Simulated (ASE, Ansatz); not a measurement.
**Localised basis functions on twisted silicene bilayer, 87.80° (52 atoms)**

Wanted: errors and times of a linear-scaling basis for twisted silicene bilayer, 87.80° (52 atoms). A setting counts as converged where the r.m.s. difference of forces stays under 1 % of the r.m.s. force.

Calculated with Ansatz 0.2.0; Kohn-Sham DFT, PBE+D3(BJ), PAW (set soft_2), plane waves.

## Step 1: Starting point

The cell holds 52 atoms: 52 Si. Cell: a = 13.917 Å, b = 13.917 Å, c = 16.170 Å, α = 90.0°, β = 90.0°, γ = 120.0°. It derives from Si (silicene). Silicene (a = 3.86 Å) under silicene (a = 3.86 Å), bilayer, commensurate cell of 13 unit cells a layer, twist 87.80 deg; facing planes 3.29 Å apart; 12 Å of vacuum; layers as built, displaced by a Gaussian of 0.01 Å. Regions: layer 1, 26 atoms (26 Si); layer 2, 26 atoms (26 Si). Vacuum lies along c.

Limits known from the start: One k-point is far too coarse for the carbon or group-IV sheet, and it can put spurious forces of up to about 1 eV/Å on the sheet's atoms. Beside vacuum, support functions can miss their usual error bounds without a warning. The Brillouin zone is sampled at Γ only, in a cell whose shortest periodic width is 12 Å.

## Step 2: Plane-wave single point

This run is the reference for what follows, at a cutoff of 420 eV.

input.yaml reads:

```yaml
crystal:
  lattice:
    - [13.9174, 0.0, 0.0]
    - [-6.9587, 12.05282, 0.0]
    - [0.0, 0.0, 16.17]
  atoms:
    - { symbol: Si, position: [0.12894, 0.17973, 0.39789] }
    - { symbol: Si, position: [0.18031, 0.0511, 0.37144] }
    - { symbol: Si, position: [0.20613, 0.48893, 0.3994] }
    - { symbol: Si, position: [0.25679, 0.35987, 0.37024] }
    - { symbol: Si, position: [0.28144, 0.79494, 0.39853] }
    - { symbol: Si, position: [0.33391, 0.66676, 0.37143] }
    - { symbol: Si, position: [0.36016, 0.10385, 0.39871] }
    - { symbol: Si, position: [0.41008, 0.97401, 0.37104] }
    - { symbol: Si, position: [0.43611, 0.411, 0.39818] }
    - { symbol: Si, position: [0.48733, 0.28145, 0.37121] }
    - { symbol: Si, position: [0.51199, 0.71784, 0.39861] }
    - { symbol: Si, position: [0.56533, 0.59084, 0.37099] }
    - { symbol: Si, position: [0.59064, 0.02701, 0.39878] }
    - { symbol: Si, position: [0.64124, 0.89707, 0.37217] }
    - { symbol: Si, position: [0.66637, 0.33331, 0.39813] }
    - { symbol: Si, position: [0.71869, 0.2058, 0.37151] }
    - { symbol: Si, position: [0.74492, 0.64165, 0.39839] }
    - { symbol: Si, position: [0.79515, 0.51159, 0.37186] }
    - { symbol: Si, position: [0.82153, 0.94813, 0.39801] }
    - { symbol: Si, position: [0.8709, 0.82115, 0.37176] }
    - { symbol: Si, position: [0.89622, 0.25443, 0.39707] }
    - { symbol: Si, position: [0.94844, 0.12672, 0.3701] }
    - { symbol: Si, position: [0.97505, 0.56449, 0.39845] }
    - { symbol: Si, position: [0.02589, 0.43519, 0.3699] }
    - { symbol: Si, position: [0.05131, 0.87036, 0.39828] }
    - { symbol: Si, position: [0.103, 0.74425, 0.37069] }
    - { symbol: Si, position: [0.25574, 0.89744, 0.62885] }
    - { symbol: Si, position: [0.20446, 0.71796, 0.60098] }
    - { symbol: Si, position: [0.33121, 0.66641, 0.62893] }
    - { symbol: Si, position: [0.28244, 0.4863, 0.60211] }
    - { symbol: Si, position: [0.56353, 0.97414, 0.62786] }
    - { symbol: Si, position: [0.51151, 0.7937, 0.60021] }
    - { symbol: Si, position: [0.17945, 0.129, 0.62866] }
    - { symbol: Si, position: [0.12747, 0.94756, 0.60162] }
    - { symbol: Si, position: [0.40885, 0.43524, 0.62877] }
    - { symbol: Si, position: [0.35931, 0.25624, 0.60188] }
    - { symbol: Si, position: [0.6406, 0.74489, 0.62921] }
    - { symbol: Si, position: [0.58944, 0.56449, 0.60173] }
    - { symbol: Si, position: [0.87229, 0.05092, 0.62879] }
    - { symbol: Si, position: [0.82057, 0.87221, 0.60224] }
    - { symbol: Si, position: [0.48662, 0.20553, 0.62951] }
    - { symbol: Si, position: [0.43549, 0.0256, 0.6012] }
    - { symbol: Si, position: [0.71759, 0.5136, 0.62794] }
    - { symbol: Si, position: [0.66584, 0.33323, 0.60223] }
    - { symbol: Si, position: [0.95026, 0.82097, 0.62914] }
    - { symbol: Si, position: [0.89776, 0.63999, 0.60243] }
    - { symbol: Si, position: [0.79499, 0.28178, 0.6289] }
    - { symbol: Si, position: [0.74289, 0.10175, 0.60108] }
    - { symbol: Si, position: [0.02575, 0.58971, 0.62932] }
    - { symbol: Si, position: [0.97365, 0.41026, 0.60087] }
    - { symbol: Si, position: [0.10316, 0.35826, 0.62893] }
    - { symbol: Si, position: [0.05032, 0.17862, 0.60216] }
kpoints:
  mp_grid: { grid: [1, 1, 1] }
hamiltonian:
  xc: pbe
  dispersion: d3bj
scf:
  occupations: { method: fermi_dirac, width: 0.025 }
output:
  forces: true
  populations: true
  dos:
    method: { smearing: { sigma: 0.15 } }
    de: 0.1
    projected:
      site_lists:
        Si: [Si]
        layer_1: [0, 1, 2, 3, 4, 5, 6, 7, 8, 9, 10, 11, 12, 13, 14, 15, 16, 17, 18, 19, 20, 21, 22, 23, 24, 25]
        layer_2: [26, 27, 28, 29, 30, 31, 32, 33, 34, 35, 36, 37, 38, 39, 40, 41, 42, 43, 44, 45, 46, 47, 48, 49, 50, 51]
  eigenvalues: true
```

Run with:

```sh
$ ansatz run input.yaml --threads 32 --pin off --max-ram 92160MiB --backend cuda --events-out ev --progress --plain --runs-dir out --max-vram 78GiB
```

Numbers of over 12 decimals in the logs are rounded to 6 here.

The program printed:

```text
Engine: ansatz 0.2.0, aarch64-unknown-linux-gnu
Pseudopotentials: kind: paw
Pseudopotential: Si, paw, valence charge 4, recommended cutoff 420 eV (normal), Si.paw.azcp
[... 5 lines on functional and potentials left out ...]
device memory: the entry about to start is reckoned to put 4.5 GiB on a device that reports 102.7 GiB free (of which the cap on the GPU budget leaves the run 78.0 GiB)
GPU FFT provider: cuFFT
GPU libraries: cuBLAS 13.8.1, cuFFT 12.4.0, cuSOLVER 12.3.2
GPU matrix products: emulated (plane waves: as basis.precision tells), large ones in fixed point in workspaces of 1.00 GiB
Crystal: 52 atoms, lattice volume = 2712.419 Å³
Basis set: ecut = 420 eV, 53041 PW (Γ), exchange–correlation on 192×192×240 points (8 copies of the dense FFT grid, shifted against one another)
Bands: 156, of which v1, the nominal top of the filled ones, is band 104 counted from 1 (103 counted from 0)
Symmetry: 1 space group operations
Space group: P1 (ITA 1), of the structure as read, at distance tolerance 1.4e-4 Å
k-points: 1
[... 3 lines on functional and potentials left out ...]
Initial density: superposition of atomic densities (neutral atoms: chi_scale 0, normalization atom), corrected by the library's trained network
Initial wavefunctions: pseudopotential atomic-orbital guess
GPU buffer pool allocated for 1105920 grid points (all kernels)
GPU transforms: local potential and band sums: pruned to the plane-wave sphere, on 96×96×120
Functional: x = pbe(κ = 0.804, μ = 0.219515), c = pbe(β = 0.066725)
SCF iter   1: F=—  HF=-33043.457462 eV  |F-HF|=—  |Δ(HF+E_count)|=         —  Δρ=2.08e-3  dr2=4.97e-1  ethr=1.77e-3  ⟨swp⟩=8.0  Hψ=856  notcnv=0  defer=17
preconditioner: auto → LDOS  [insulator: Δε(μ)=0.075 eV  Ē_g=7.014 eV  σ=0.025 eV  W_gap=0.63  n_scr=236 (ndim 8)  ℏωp=10.3 eV  f_vac=0.473  D(μ)=23.98/eV (n_scr^D=84)  ε∞_Penn≈3.1  β→1.0]
SCF iter   2: F=—  HF=-33043.448575 eV  |F-HF|=—  |Δ(HF+E_count)|=   8.89e-3  Δρ=1.22e-3  dr2=1.45e-1  ethr=2.39e-4  ⟨swp⟩=4.0  Hψ=307  notcnv=0  defer=40
SCF iter   3: F=—  HF=-33043.428495 eV  |F-HF|=—  |Δ(HF+E_count)|=   2.01e-2  Δρ=3.81e-4  dr2=1.65e-2  ethr=6.95e-5  ⟨swp⟩=3.0  Hψ=204  notcnv=0  defer=40
SCF iter   4: F=—  HF=-33043.426317 eV  |F-HF|=—  |Δ(HF+E_count)|=   2.18e-3  Δρ=1.66e-4  dr2=3.44e-3  ethr=7.93e-6  ⟨swp⟩=2.0  Hψ=191  notcnv=0  defer=40
SCF iter   5: F=—  HF=-33043.425353 eV  |F-HF|=—  |Δ(HF+E_count)|=   9.63e-4  Δρ=8.45e-5  dr2=6.14e-4  ethr=1.66e-6  ⟨swp⟩=2.0  Hψ=220  notcnv=0  defer=40
SCF iter   6: F=—  HF=-33043.427549 eV  |F-HF|=—  |Δ(HF+E_count)|=   2.20e-3  Δρ=4.41e-5  dr2=1.78e-4  ethr=2.95e-7  ⟨swp⟩=2.0  Hψ=189  notcnv=0  defer=40
SCF iter   7: F=—  HF=-33043.427535 eV  |F-HF|=—  |Δ(HF+E_count)|=   1.39e-5  Δρ=2.36e-5  dr2=5.88e-5  ethr=8.54e-8  ⟨swp⟩=2.0  Hψ=192  notcnv=0  defer=40
SCF iter   8: F=—  HF=-33043.427005 eV  |F-HF|=—  |Δ(HF+E_count)|=   5.30e-4  Δρ=1.01e-5  dr2=1.41e-5  ethr=2.83e-8  ⟨swp⟩=3.0  Hψ=236  notcnv=0  defer=40
SCF iter   9: F=—  HF=-33043.427005 eV  |F-HF|=—  |Δ(HF+E_count)|=   7.45e-8  Δρ=4.85e-6  dr2=3.28e-6  ethr=6.78e-9  ⟨swp⟩=2.0  Hψ=167  notcnv=0  defer=40
SCF iter  10: F=—  HF=-33043.427005 eV  |F-HF|=—  |Δ(HF+E_count)|=   2.02e-8  Δρ=2.61e-6  dr2=8.83e-7  ethr=1.58e-9  ⟨swp⟩=2.0  Hψ=218  notcnv=0  defer=40
SCF iter  11: F=—  HF=-33043.427005 eV  |F-HF|=—  |Δ(HF+E_count)|=   5.37e-8  Δρ=1.30e-6  dr2=2.14e-7  ethr=4.25e-10  ⟨swp⟩=2.0  Hψ=220  notcnv=0  defer=40
SCF iter  12: F=-33043.427005 eV  HF=-33043.427005 eV  |F-HF|=1.23e-8  |Δ(HF+E_count)|=   1.40e-9  Δρ=5.96e-7  dr2=2.96e-8  ethr=4.81e-11  ⟨swp⟩=14.0  Hψ=953  notcnv=0
SCF 1 converged in 12 iterations: F = -33043.427005 eV  dr2 = 2.96e-8
  greatest PAW one-centre occupation: 0.649 electrons in one spin orbital (limit 2), on the Si atom at site 48 (counted from 0), in its partial waves of l = 0
SCF converged after 12 iterations
Free energy (F): -33043.427005 eV
Harris-Foulkes:  -33043.427005 eV  (|F-HF|=1.23e-8)
Internal energy: -33043.368474 eV  (E = F + TS)
E sigma→0 (E₀):  -33043.397740 eV
Entropy (-TS):   -0.058531 eV (-1.126 meV/atom)
Fermi energy:    -0.369074 eV
--- Per-component energies (eV) ---
  E_band       = -1117.019224
  E_kinetic    = 2028.795138
  E_local      = -23092.704332  (includes V_loc(G=0)·N_el)
  E_nonlocal   = 1356.645334
  E_hartree    = 10541.889667
  E_xc         = -2826.256670
  E_vxc        = -2370.107821  (∫ρ·V_xc dr)
  E_paw        = -26659.349291  (= ΣΔE_a)
  E_vpaw       = -123.424369  (= ΣTr[D̂ρ^β])
  E_aug_tail   = 0.000327  (compensation charges beyond the density's cutoff)
  E_ewald      = 5621.728399
  E_disp       = -14.117046  (pairwise vdW)
  E_smearing   = -0.058531  (= −TS)
  E_closure    = 0.000000  (closes the sum)
  Σ components = -33043.427005   (vs F -33043.427005, Δ=0.00e0)
--- Forces (eV/Å), atoms counted from 1 ---
[... 52 lines of forces left out ...]
  max |Σ_I F_I| component: 2.46e-6 eV/Å
--- Band table (eV) ---
[... left out ...]
--- Löwdin populations: 52 sites ---
  site symbol       q [e]
[... 52 lines, one an atom, left out ...]
  spilling = 0.012523 (of n_electrons = 208.000000)
```

The job ended after 1.6 s (1 × NVIDIA GB200 with 32 threads of Arm Neoverse V2, shared host; peak memory 1.3 GiB).

That memory is the host's; the program planned up to 4.5 GiB on the GPU. Forces of this run were stored rounded, and per-atom blocks of the log weren't kept.

Numbers from this run:

- free energy: -33043.4270 eV
- free energy per atom: -635.4505 eV/atom
- SCF cycles: 12
- r.m.s. force component: 0.27 eV/Å
- longest force: 0.8416 eV/Å
- Fermi energy: -0.3691 eV
- levels partly filled by over 2 per cent: 2
- spilling of the projection: 0.01252

Length of the force by element:

```
element  coordination  atoms  mean length of the force (eV/Å)  spread   least   most
     Si           all     52                            0.431   0.181  0.0708  0.842
```

The mean of these charges, 0.050 e, is only the charge that the projection spills.

Löwdin charges by element (they lack the spilled electrons, 0.050 e an atom on average):

```
element  coordination  atoms  mean charge (e)  spread   least    most
     Si           all     52           0.0501   0.009  0.0343  0.0656
```

By region:

| region | atoms | mean length of the force (eV/Å) |
| --- | --- | --- |
| layer 1 | 26 | 0.424 |
| layer 2 | 26 | 0.439 |

States in the cell by windows of 1 eV, zero at the Fermi level; some projections on atomic orbitals stand beside the total:

```
from (eV)  to (eV)  total  Si p  layer 1  layer 2  Si s
      -13      -12    0.0   0.0      0.0      0.0   0.0
      -12      -11    2.7   0.1      1.3      1.3   2.6
      -11      -10   22.4   4.9     11.1     11.1  17.2
      -10       -9    5.6   1.5      2.7      2.8   4.0
       -9       -8   21.4   6.6     10.6     10.6  14.5
       -8       -7   18.6   9.6      9.2      9.2   8.8
       -7       -6    5.4   2.7      2.7      2.6   2.6
       -6       -5    1.8   1.1      0.9      0.9   0.7
       -5       -4   23.1  14.0     11.5     11.4   8.9
       -4       -3   32.3  30.4     15.9     15.9   1.5
       -3       -2   30.7  29.5     15.1     15.1   0.8
       -2       -1   32.0  30.5     15.8     15.8   1.0
       -1        0   11.5  10.6      5.6      5.6   0.6
        0        1   13.1  11.9      6.3      6.3   0.7
        1        2   28.3  18.2     13.0     13.0   7.7
```

Not all projections were asked for or kept, so they needn't add up to the total.

The levels nearest the highest filled one (over half full), pooled over k-points and spins:

```csv
level less the highest filled one (eV),occupation
-0.742,2
-0.603,2
-0.585,2
-0.293,2
-0.272,2
0,1.46
0.0493,0.543
0.274,0
0.288,0
0.525,0
0.535,0
0.663,0
```

Löwdin charges run from +0.03 to +0.07 e, about a mean that is the spilled charge alone. Within 0.4 eV of the Fermi level the largest share is Si p (95 % of the projected weight).

## Step 3: Structure statistics

Bonds and neighbours are counted at the geometry of the runs.

Normalised to the volume that the atoms fill. Pair distribution function in bins of 0.2 Å:

```csv
r (Å),total
2.20,4.62
2.40,0.00
2.60,0.00
2.80,0.00
3.00,0.00
3.20,0.00
3.40,0.18
3.60,0.00
3.80,3.46
4.00,0.46
4.20,0.07
4.40,1.67
4.60,0.46
4.80,0.11
5.00,0.65
5.20,0.17
5.40,0.13
5.60,0.31
5.80,0.62
6.00,1.30
6.20,0.31
6.40,0.24
6.60,1.20
6.80,0.24
7.00,0.27
7.20,0.27
7.40,0.21
7.60,0.14
```

Bonds by pair of elements; cutoffs follow the first minimum of g(r), held within bounds set by covalent radii, and pairs that aren't listed don't count as bonded:

| pair A-B | cutoff (Å) | bonds | mean length (Å) | spread (Å) | shortest (Å) | B about A | A about B |
| --- | --- | --- | --- | --- | --- | --- | --- |
| Si-Si | 2.68 | 78 | 2.27 | 0.013 | 2.23 | 3 | 3 |

How many atoms have how many bonded neighbours:

```csv
element,mean,3
Si,3,52
```

Bond angles, per cent of each kind in bins of 5°:

```csv
angle (°),Si-Si-Si
110–115,1.9
115–120,98.1
```

Bond angles (no mean is given where the spread exceeds 20°):

```
   angle  count  mean (°)  spread (°)
Si-Si-Si    156       116         0.6
```

Counting bonds as in the table, all Si atoms have 3 bonded neighbours. The Si-Si-Si angle averages 116° with a spread of 0.6°.

Local excerpt of 12 atoms (numbers count through the whole input) about Si19, which bears the longest force; x, y, z are measured from there.

| atom | x | y | z | distance (Å) | bonds | Löwdin charge (e) | Fx | Fy | Fz (eV/Å) |
| --- | --- | --- | --- | --- | --- | --- | --- | --- | --- |
| Si19 | 0.00 | 0.00 | 0.00 | 0.00 | 3 | 0.05 | -0.59 | 0.03 | 0.60 |
| Si20 | 1.57 | -1.53 | -0.42 | 2.23 | 3 | 0.06 | 0.41 | -0.41 | -0.05 |
| Si22 | 0.52 | 2.15 | -0.45 | 2.26 | 3 | 0.06 | -0.05 | 0.34 | 0.01 |
| Si14 | -2.15 | -0.62 | -0.42 | 2.28 | 3 | 0.06 | 0.09 | 0.27 | 0.02 |
| Si40 | 0.51 | -0.92 | 3.30 | 3.47 | 3 | 0.05 | -0.01 | -0.27 | -0.51 |
| Si17 | 1.07 | -3.69 | 0.01 | 3.84 | 3 | 0.04 | 0.02 | -0.03 | 0.34 |
| Si21 | -1.09 | 3.69 | -0.02 | 3.85 | 3 | 0.04 | 0.37 | 0.09 | 0.38 |
| Si25 | 3.74 | -0.94 | 0.00 | 3.85 | 3 | 0.05 | -0.07 | 0.18 | 0.51 |
| Si1 | 2.67 | 2.79 | 0.00 | 3.86 | 3 | 0.05 | -0.06 | 0.22 | 0.49 |
| Si11 | -2.71 | -2.78 | 0.01 | 3.88 | 3 | 0.03 | 0.15 | -0.09 | 0.51 |
| Si13 | -3.76 | 0.95 | 0.01 | 3.88 | 3 | 0.05 | 0.18 | -0.01 | 0.36 |
| Si39 | -0.01 | 1.24 | 3.73 | 3.93 | 3 | 0.06 | -0.54 | 0.03 | 0.03 |

The column of bonds counts only the pairs Si-Si within 2.68 Å; other neighbours, such as metal atoms beside each other in a compound, aren't counted, and periodic images can show an atom twice.

## Step 4: Support functions medium

With localised support functions most steps grow linearly with size, though the diagonalisation grows faster unless the density matrix is cut; this run measures error and cost at this size. The level medium gives here a grid of 60×60×72 points and a radius of 4.56 Å.

This step: Kohn-Sham DFT, PBE+D3(BJ), PAW (set soft_2), localised support functions (medium) (Ansatz 0.2.0).

input.yaml, the sections that differ from step 2:

```yaml
scf:
  occupations: { method: fermi_dirac, width: 0.025 }
  eigensolver: { kind: { support_functions: { accuracy: medium } } }
  mixing: { beta: 0.4 }
  max_iter: 150
output:
  forces: true
  eigenvalues: true
# crystal, kpoints, hamiltonian: as in step 2
```

The program printed:

```text
Warning: scf.eigensolver.kind.support_functions: disabling space-group detection — the functions' gradient is summed over unrotated k-points, so no spatial operation reduces the k-mesh or symmetrises the density; time reversal is kept, so that k and −k are solved as one point where they differ and the mesh holds both, and exact exchange and, on two spinor components, a DFT+U term hold to it where the run has them: [...]
settings of this run that can trade accuracy for cost: scf.eigensolver.kind.support_functions [...]
[...]
GPU FFT provider: cuFFT
GPU libraries: cuBLAS 13.8.1, cuFFT 12.4.0, cuSOLVER 12.3.2
[...]
Crystal: 52 atoms, lattice volume = 2712.419 Å³
Basis set: ecut = 420 eV, 53041 PW (Γ), exchange–correlation on 192×192×240 points (8 copies of the dense FFT grid, shifted against one another)
Bands: 125, of which v1, the nominal top of the filled ones, is band 104 counted from 1 (103 counted from 0)
Symmetry: 1 space group operations
k-points: 1
[...]
GPU buffer pool allocated for 1105920 grid points (all kernels)
Eigensolver: Support functions (medium, 60×60×72 points, laid for a spacing of at most 0.257060 Å, radius 4.555995 Å, 70 sites without an atom, 0 species' potentials softened for the grid, 1 wholly corrected for its errors in the mean over positions, 1 with the egg-box correction, energy correction by exact trace)
[...]
SCF iter   1: F=—  HF=-33033.412908 eV  |F-HF|=—  |Δ(HF+E_count)|=         —  Δρ=2.17e-2  dr2=1.34e1  ethr=1.00e-1
[...]
SCF iter  14: F=—  HF=-33043.439121 eV  |F-HF|=—  |Δ(HF+E_count)|=   2.26e-4  Δρ=4.78e-6  dr2=1.13e-6  ethr=1.49e-9  κ⁻¹=2.4e-5(r=7)
SCF iter  15: F=-33043.439259 eV  HF=-33043.439223 eV  |F-HF|=3.56e-5  |Δ(HF+E_count)|=   1.02e-4  Δρ=2.14e-6  dr2=2.46e-7  ethr=5.44e-10
SCF 1 converged in 15 iterations: F = -33043.440567 eV  dr2 = 2.46e-7
[...]
SCF converged after 15 iterations
Stability not checked: this state was not tested for a lower state beside it, because the mixer in use, unlike msr1, does not test its closes by its own steps (another_mixer; see scf.mixing.algorithm and scf.lower_state_search)
Free energy (F): -33043.440567 eV
[...]
Internal energy: -33043.382037 eV  (E = F + TS)
E sigma→0 (E₀):  -33043.411302 eV
Entropy (-TS):   -0.058529 eV (-1.126 meV/atom)
Fermi energy:    -0.369153 eV
[...]
Σ components = -33043.440567   (vs F -33043.440567, Δ=0.00e0)
--- Forces (eV/Å), atoms counted from 1 ---
[... 52 lines of forces left out ...]
  max |Σ_I F_I| component: 2.05e-4 eV/Å
--- Band table (eV) ---
[... left out ...]
```

It took 2.8 s on 1 × NVIDIA GB200 with 32 threads; peak memory 1.1 GiB.

That memory is the host's; the program planned up to 3 GiB on the GPU.

The program notes that the band table was not solved further than the SCF left it and it switched symmetry off. Further notices: vacuum switching off with vacuum.

Keys that differ from the reference: support_functions.accuracy = "medium", scf.max_iter = 150 and scf.mixing.beta = 0.4.

Forces differ from the reference by 0.093 meV/Å r.m.s., 0.035 % of their size, well within a tolerance of 1 %; the energy by -0.26 meV/atom. The two runs also began from different starting densities, which bears on cycles and time.

## Step 5: What each setting buys

Each row is set against the plane-wave reference (Kohn-Sham DFT, PBE+D3(BJ), PAW (set soft_2), plane waves; r.m.s. force component 0.270 eV/Å). Energies are set beside the reference only for runs with its functional, potentials and electron count. Times are for 1 × NVIDIA GB200 with 32 threads of Arm Neoverse V2, shared host. The reference's time includes the DOS, which some other runs skip.

```
                     run  Δ force, r.m.s. (meV/Å)  share of r.m.s. force (%)  Δ energy (meV/atom)  cycles   time  host memory (GiB)  planned on the GPU (GiB)
               reference                        -                          -                    -      12  1.6 s                1.3                       4.5
support functions medium                    0.093                     0.0346               -0.261      15  2.8 s                1.1                         3
```

## Step 6: Results

```json
{"free energy per atom": "-635.4505 eV/atom", "r.m.s. force component": "0.27 eV/Å", "wall time of the 2 DFT runs": "4.4 s"}
```

**Reading.** Against plane waves at 420 eV, the forces differ by 0.093 meV/Å (0.035 %) with support functions medium. At 52 atoms the run with support functions medium takes roughly 1.8 times the time of plane waves (whose run also made extra analyses, so the like-for-like ratio is larger), in 15 SCF cycles against 12. Differences between support functions and plane waves include what basis error the plane-wave run still has.

No gap is quoted, since levels at the Fermi energy are partly filled. Counting bonds as in the table, all Si atoms have 3 bonded neighbours.

**Limits.** The geometry was built by rule, was displaced at random and isn't relaxed at this level: its force components are 0.27 eV/Å r.m.s.

[Logs are printed without paths, hosts, clocks, repeated set-up lines and the standing remarks that a program may print on its own settings, such as how far it seeks lower states.]

[Hosts, paths, dates, database ids (printed as entryN), source tags and the programs' standing remarks are cut or masked in the printed files.]
